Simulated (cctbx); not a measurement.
# Accept or mend?

Cell a = 4.5460 Å, b = 4.5460 Å, c = 17.2580 Å, α = 90.00°, β = 90.00°, γ = 90.00°; space group I4/mmm (no. 139). The compound is NdZrPb.

Simulated single-crystal data (cctbx): Ag Kα, λ = 0.56087 Å, to d = 0.6 Å, 50 % of the full sphere, strongest reflection 70000 counts, noise from counting, a 2 % proportional error and a noise floor of 4 counts (s.d.); no absorption.

An anisotropic refinement with weights 1/σ² prints:

```text
Rint 0.018, 301 unique reflections to 0.60 A
cycle     R1     wR2    GooF  max shift (A)
   1  0.0123  0.0321   2.230   0.00006
   2  0.0088  0.0217   1.505   0.00000
final R1 0.0088 wR2 0.0217 GooF 1.505  parameters 9  data/parameter 33.4
atom        x        y        z      Ueq    occ   su(xyz)  su(Uiso or U11)
Pb1    0.50000  0.50000  0.36230   0.0130  1.000  0.00001  0.0001
Pr1    0.50000  0.50000  0.16880   0.0159  1.000  0.00002  0.0001
Zr1    0.50000  0.00000  0.00000   0.0188  1.000  0.00000  0.0002
difference map: max 1.60 min -0.48 rms 0.17
Q1    0.0000  0.0000  0.3425    4    1.62  0.20 A from Pr1
Q2    0.1497  0.1497  0.5000    8    0.64  1.73 A from Zr1
Q3    0.0000  0.0000  0.4306    4    0.61  1.72 A from Pr1
Q4    0.0000  0.0000  0.0923    4    0.49  0.78 A from Pb1
Q5    0.0877  0.0877  0.2453   16    0.48  1.59 A from Pr1
Q6    0.0000  0.4030  0.0850   16    0.42  1.53 A from Zr1
```

Q: Accept it or mend it, and why?

Mend it. The fault: wrong element: Pr1 is Nd. Against the right model at the same level, R1 goes from 0.0062 to 0.0088 and GooF from 0.94 to 1.50 and the top difference peak, 1.6 e/Å³, lies on Pr1. Pr1 has 1 electron too few and its U shrinks to make up, as expected (near an absorption edge f′ can widen the mismatch well beyond the difference in Z).

The compound is NdZrPb. The right model at the same level gives:

```text
Rint 0.018, 301 unique reflections to 0.60 A
cycle     R1     wR2    GooF  max shift (A)
   1  0.0063  0.0138   0.957   0.00008
   2  0.0062  0.0135   0.938   0.00000
final R1 0.0062 wR2 0.0135 GooF 0.938  parameters 9  data/parameter 33.4
atom        x        y        z      Ueq    occ   su(xyz)  su(Uiso or U11)
Pb1    0.50000  0.50000  0.36230   0.0129  1.000  0.00001  0.0000
Nd1    0.50000  0.50000  0.16880   0.0166  1.000  0.00001  0.0000
Zr1    0.50000  0.00000  0.00000   0.0187  1.000  0.00000  0.0001
difference map: max 0.61 min -0.44 rms 0.12
Q1    0.1480  0.1480  0.5000    8    0.62  1.74 A from Zr1
Q2    0.0000  0.0000  0.4316    4    0.61  1.73 A from Nd1
Q3    0.0000  0.0000  0.0941    4    0.48  0.75 A from Pb1
Q4    0.0834  0.0834  0.2455   16    0.45  1.57 A from Nd1
Q5    0.0000  0.4036  0.0860   16    0.40  1.55 A from Zr1
Q6    0.0000  0.2189  0.4725   16    0.39  1.36 A from Zr1
```

Isotropic U is held between 0.0001 and 1 Å² by the program, and listed peak heights are interpolated, so they can pass the grid's maximum.

The model was made for the exercise: a known structure type with other elements put in, its volume estimated, not relaxed; displacement parameters are assumed.

[Middle refinement cycles are left out of these outputs.]

[Logs are printed without paths, hosts, clocks, repeated set-up lines and the standing remarks that a program may print on its own settings, such as how far it seeks lower states.]
